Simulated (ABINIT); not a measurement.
# Calculated records

```
Quasiparticle gap of BiOBr (P4/nmm) in ABINIT
1.0
     3.91600    0.00000    0.00000
     0.00000    3.91600    0.00000
     0.00000    0.00000    8.07700
Bi Br O
2 2 2
Direct
  0.00000 0.50000 0.15400
  0.50000 0.00000 0.84600
  0.00000 0.50000 0.65300
  0.50000 0.00000 0.34700
  0.00000 0.00000 0.00000
  0.50000 0.50000 0.00000
# method: RPA screening on PBEsol, plane waves, norm-conserving pseudopotentials (and 2 further levels or steps)
# program: ABINIT 10.8.3
# settings: cutoff 42 Ha, PseudoDojo scalar-relativistic 0.4 stringent, norm-conserving, ngkpt (4, 4, 2), nband 160, ecuteps 4.2 Ha, inclvkb 2, shiftk (0, 0, 0), symchi 1, awtr 1, frequency ppm, 4×4×2 k-mesh
# cost: 5 runs, 33 min in all on 8 MPI ranks of Intel Xeon Platinum 8488C (Sapphire Rapids), shared host
# notes: The program’s warnings: nkpt*nsppol () is not a multiple of nproc spkpt (). The cell and positions come from the Crystallography Open Database and are kept as given unless a step says otherwise. Limits: no spin-orbit coupling. Local fields lower the RPA ε∞ on this mesh from 7.73 to 6.77; a Γ-centred mesh this coarse tends to raise both, most where the direct gap is narrow, while a short band sum lowers them. The 4×4×2 mesh is coarse for this cell, which bears on the long-range parts of exchange and screening.
# PBEsol gap: 2.10 eV, indirect
# G0W0 gap on the mesh: 3.63 eV
# G0W0 gap over the zone (rigid shift): 3.52 eV
# GW settings: 4×4×2 mesh, 160 bands, screening to 114.3 eV, Godby-Needs plasmon pole
# known limits: short of the basis limit; no spin-orbit coupling; coarse k mesh
```

[Long decimals in the printed logs are rounded to 6 places.]

[Logs are printed without paths, hosts, clocks, repeated set-up lines and the standing remarks that a program may print on its own settings, such as how far it seeks lower states.]

[Paths, hosts, dates, memory and timing lines, banners, echoed tables and standing remarks are left out of the program output; an Ansatz launch command may be rebuilt from the run's recorded settings. Measured values are a selection of at most five: reports struck by readers or far from the other reports are left out. None is set beside runs whose start may be inverted or whose files or cutoffs have a known fault.]

[Runs of the session that timed out or met a known fault of the program may be left out.]

[Hosts, paths, dates, database ids (printed as entryN), source tags and the programs' standing remarks are cut or masked in the printed files.]

[G0W0 gaps are taken among the corrected bands and points alone; a level outside them can change the order at an edge.]

[Where Ansatz stands beside ABINIT at settings called matched, ABINIT's density can come from a denser mesh and the files from another edition; pairs whose starting gaps differed by over 0.03 eV were left out, so agreement reads better than it is.]
